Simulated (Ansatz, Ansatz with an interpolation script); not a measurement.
# In2O3 (R-3c): what limits a Wannier interpolation of GW, part 2 of 2

Wanted: errors and cost of interpolated bands of In2O3 (R-3c) under coarser or faulty settings.

Ansatz 0.2.0; maximally localised Wannier functions, LDA, plane waves, PAW; PAW set soft_1. Known limits of the many-body steps: not at the basis limit; no spin-orbit coupling; coarse k mesh.

So far. Step 3 (Wannier model on 4×4×4): Near the gap the model misses directly solved bands by 2.6 meV r.m.s. and by 15 meV at most in the window tested. This tests the starting bands, not the corrections carried with them. Step 5 (G0W0: 4×4×4 mesh, 424 empty bands, screening to 130 eV …): The G0W0 gap on the mesh is 2.392 eV.

## Step 6: G0W0: 2×2×2 mesh, 424 empty bands, screening to 130 eV, PAW set soft_1 files

Level of this step: G0W0 on LDA, plane waves, PAW; PAW set soft_1 (Ansatz).

Input file input.yaml:

```yaml
crystal:
  lattice:
    - [2.7435, 1.58396046, 4.83666667]
    - [-2.7435, 1.58396046, 4.83666667]
    - [0.0, -3.16792093, 4.83666667]
  atoms:
    - { symbol: In, position: [0.35731, 0.35731, 0.35731] }
    - { symbol: In, position: [0.14269, 0.14269, 0.14269] }
    - { symbol: In, position: [0.64269, 0.64269, 0.64269] }
    - { symbol: In, position: [0.85731, 0.85731, 0.85731] }
    - { symbol: O, position: [0.548, 0.952, 0.25] }
    - { symbol: O, position: [0.25, 0.548, 0.952] }
    - { symbol: O, position: [0.952, 0.25, 0.548] }
    - { symbol: O, position: [0.452, 0.048, 0.75] }
    - { symbol: O, position: [0.75, 0.452, 0.048] }
    - { symbol: O, position: [0.048, 0.75, 0.452] }
kpoints:
  mp_grid: { grid: [2, 2, 2] }
hamiltonian:
  xc: lda
  pseudopotentials: { kind: paw, azcp: { folder: soft_1 }, xc_functional: pbe }
scf:
  occupations: { method: fixed }
gw:
  n_empty_bands: 424
  ecut_chi: 130.0
  qp_bands: [v18, c1]
  screening: { model: contour_deformation }
```

Launch:

```console
ansatz run input.yaml --threads 3 --pin off --max-ram 92160MiB --backend cuda --events-out ev --progress --plain --runs-dir out --devices 1 --max-vram 13GiB
```

Numbers of over 12 decimals in the logs are rounded to 6 here.

Output:

```text
GPUs: using 1 of 1 available (devices: 1).
[...]
concurrent solve slots: 2 of 3 are kept, ahead of what memory takes: no pass of the eigensolver takes more rounds on 2
[...]
GPU FFT provider: cuFFT
GPU libraries: cuBLAS 13.8.2, cuFFT 12.4.0, cuSOLVER 12.3.4
Crystal: 10 atoms, lattice volume = 126.109 Å³
Basis set: ecut = 420 eV, 2453 PW (Γ)
[...]
0    34      5.9625   -24.7165     5.2330   -18.9652  0.6824     5.4299     5.4442  root
[...]
3    42      8.4594   -27.0123     4.7869   -21.9071  0.7043     8.1370     8.1412  root
     3    43      8.4594   -27.0123     4.7869   -21.9071  0.7043     8.1370     8.1412  root
     3    44      8.4594   -27.0123     4.7869   -21.9071  0.7043     8.1370     8.1412  root
     3    45     12.9548   -13.2739    -4.0473   -18.1745  0.7473    13.8446    13.8081  root
[key lines of the parts left out:]
SCF converged after 9 iterations
Free energy (F): -25161.451655 eV
Fermi energy:    8.615148 eV
```

Run time: 14 s. Hardware: 1 × NVIDIA H100 80GB HBM3 (shared by 6 runs) with 3 threads of AMD EPYC 7R13 (Zen 3), shared host; peak memory 1.2 GiB; 9.6 s of CPU time.

The G0W0 gap on the mesh is 2.166 eV.

## Step 7: G0W0: 4×4×4 mesh, 197 empty bands, screening to 78 eV, PAW set soft_1 files

input.yaml, as its differences from that of step 6:

```diff
@@ -17,3 +17,3 @@
 kpoints:
-  mp_grid: { grid: [2, 2, 2] }
+  mp_grid: { grid: [4, 4, 4] }
 hamiltonian:
@@ -24,4 +24,4 @@
 gw:
-  n_empty_bands: 424
-  ecut_chi: 130.0
+  n_empty_bands: 197
+  ecut_chi: 78
   qp_bands: [v18, c1]
```

Output:

```text
GPUs: using 1 of 1 available (devices: 1).
[...]
GPU FFT provider: cuFFT
GPU libraries: cuBLAS 13.8.2, cuFFT 12.4.0, cuSOLVER 12.3.4
Crystal: 10 atoms, lattice volume = 126.109 Å³
Basis set: ecut = 420 eV, 2453 PW (Γ)
Bands: 54, of which v1, the nominal top of the filled ones, is band 44 counted from 1 (43 counted from 0)
Symmetry: 12 space group operations
[...]
k-points: 13 of 64
[...]
12    41      8.4407   -26.8842     4.7747   -21.9128  0.7413     8.2433     8.2441  root
    12    42      8.4407   -26.8842     4.7747   -21.9128  0.7413     8.2433     8.2441  root
    12    43      8.4407   -26.8842     4.7747   -21.9128  0.7413     8.2433     8.2441  root
    12    44      8.4407   -26.8842     4.7747   -21.9128  0.7413     8.2433     8.2441  root
    12    45     12.9462   -13.4463    -3.5404   -18.1742  0.7902    14.2144    14.1337  root ?
[key lines of the parts left out:]
SCF converged after 8 iterations
Free energy (F): -25161.580570 eV
Fermi energy:    8.629056 eV
```

Elapsed: 47 s, on 1 × NVIDIA H100 80GB HBM3 (shared by 6 runs) with 3 threads; peak memory 1.3 GiB; 62 s of CPU time.

The G0W0 gap on the mesh is 2.274 eV.

## Step 8: G0W0: 4×4×4 mesh, 424 empty bands, screening to 130 eV, plasmon pole, PAW set soft_1 files

input.yaml, as its differences from that of step 7:

```diff
@@ -24,5 +24,5 @@
 gw:
-  n_empty_bands: 197
-  ecut_chi: 78
+  n_empty_bands: 424
+  ecut_chi: 130.0
   qp_bands: [v18, c1]
-  screening: { model: contour_deformation }
+  screening: { model: godby_needs }
```

Output:

```text
GPUs: using 1 of 1 available (devices: 1).
[...]
GPU FFT provider: cuFFT
GPU libraries: cuBLAS 13.8.2, cuFFT 12.4.0, cuSOLVER 12.3.4
Crystal: 10 atoms, lattice volume = 126.109 Å³
Basis set: ecut = 420 eV, 2453 PW (Γ)
Bands: 54, of which v1, the nominal top of the filled ones, is band 44 counted from 1 (43 counted from 0)
Symmetry: 12 space group operations
[...]
k-points: 13 of 64
[...]
0    34      5.9496   -24.6951     4.9517   -18.9781  0.7811     5.1817     5.1843  root
[...]
12    42      8.4407   -26.8842     4.5712   -21.9128  0.7818     8.0397     8.0406  root
    12    43      8.4407   -26.8842     4.5712   -21.9128  0.7818     8.0397     8.0406  root
    12    44      8.4407   -26.8842     4.5712   -21.9128  0.7818     8.0397     8.0406  root
    12    45     12.9462   -13.4463    -3.5722   -18.1742  0.8207    14.1056    14.1018  root
[key lines of the parts left out:]
SCF converged after 8 iterations
Free energy (F): -25161.580570 eV
Fermi energy:    8.629056 eV
```

Wall time 2.5 min (1 × NVIDIA H100 80GB HBM3 (shared by 6 runs) with 3 threads); peak memory 3.3 GiB.

The G0W0 gap on the mesh is 2.418 eV.

## Step 9: Interpolated results

Times are wall times on 1 × NVIDIA H100 80GB HBM3 (shared by 6 runs) with 3 threads of AMD EPYC 7R13 (Zen 3), shared host, good to a factor of about two.

| GW mesh | empty bands | cutoff (eV) | frequency | gap on mesh (eV) | gap over zone (eV) | direct gap (eV) | valence width (eV) | GW time |
| --- | --- | --- | --- | --- | --- | --- | --- | --- |
| 4×4×4 | 424 | 130 | contour deformation | 2.392 | 2.378 | 2.422 | 5.859 | 66 s |
| 2×2×2 | 424 | 130 | contour deformation | 2.166 | 2.138 | 2.181 | 5.826 | 14 s |
| 4×4×4 | 197 | 78 | contour deformation | 2.274 | 2.258 | 2.285 | 5.926 | 47 s |
| 4×4×4 | 424 | 130 | plasmon pole | 2.418 | 2.403 | 2.436 | 6.168 | 2.5 min |

## Step 10: Outcome

* 4×4×4 mesh, 424 empty bands, screening to 130 eV, PAW set soft_1 files: 2.38 eV
* 2×2×2 mesh, 424 empty bands, screening to 130 eV, PAW set soft_1 files: 2.14 eV
* 4×4×4 mesh, 197 empty bands, screening to 78 eV, PAW set soft_1 files: 2.26 eV
* 4×4×4 mesh, 424 empty bands, screening to 130 eV, plasmon pole, PAW set soft_1 files: 2.40 eV

**Reading.** The largest change, −0.24 eV in the gap over the zone, comes with 2×2×2 mesh, 424 empty bands, screening to 130 eV, PAW set soft_1 files. The first run is a reference, not a converged one, and where a row moves several settings no single cause can be named. Rows on another GW mesh add that mesh's corrections to the bands of the one model. Coarser Wannier mesh (4×4×4): the miss near the gap goes from under 1 (the model on 8×8×8) to 3 meV and the total spread from 65.1 to 54.7 Å². With 2×2×2 mesh, 424 empty bands, screening to 130 eV, PAW set soft_1 files the gap over the zone moves by −0.24 eV and that on the mesh by −0.23 eV. With 4×4×4 mesh, 197 empty bands, screening to 78 eV, PAW set soft_1 files the gap over the zone moves by −0.12 eV and that on the mesh by −0.12 eV. With 4×4×4 mesh, 424 empty bands, screening to 130 eV, plasmon pole, PAW set soft_1 files the gap over the zone moves by +0.02 eV and that on the mesh by +0.03 eV. Gaps over the zone and on the mesh differ where an edge lies off the mesh, or where a GW run starts from another density: the starting gap over the zone is 1.175 eV, on the GW meshes it is 1.186 eV and 1.204 eV. The many-body steps are scalar-relativistic: spin-orbit coupling is not in them.

[Paths, hosts, dates, memory and timing lines, banners, echoed tables and standing remarks are left out of the program output.]

[Logs are printed without paths, hosts, clocks, repeated set-up lines and the standing remarks that a program may print on its own settings, such as how far it seeks lower states.]

[Runs of the session that timed out or met a known fault of the program may be left out.]

[Hosts, paths, dates, database ids (printed as entryN), source tags and the programs' standing remarks are cut or masked in the printed files.]
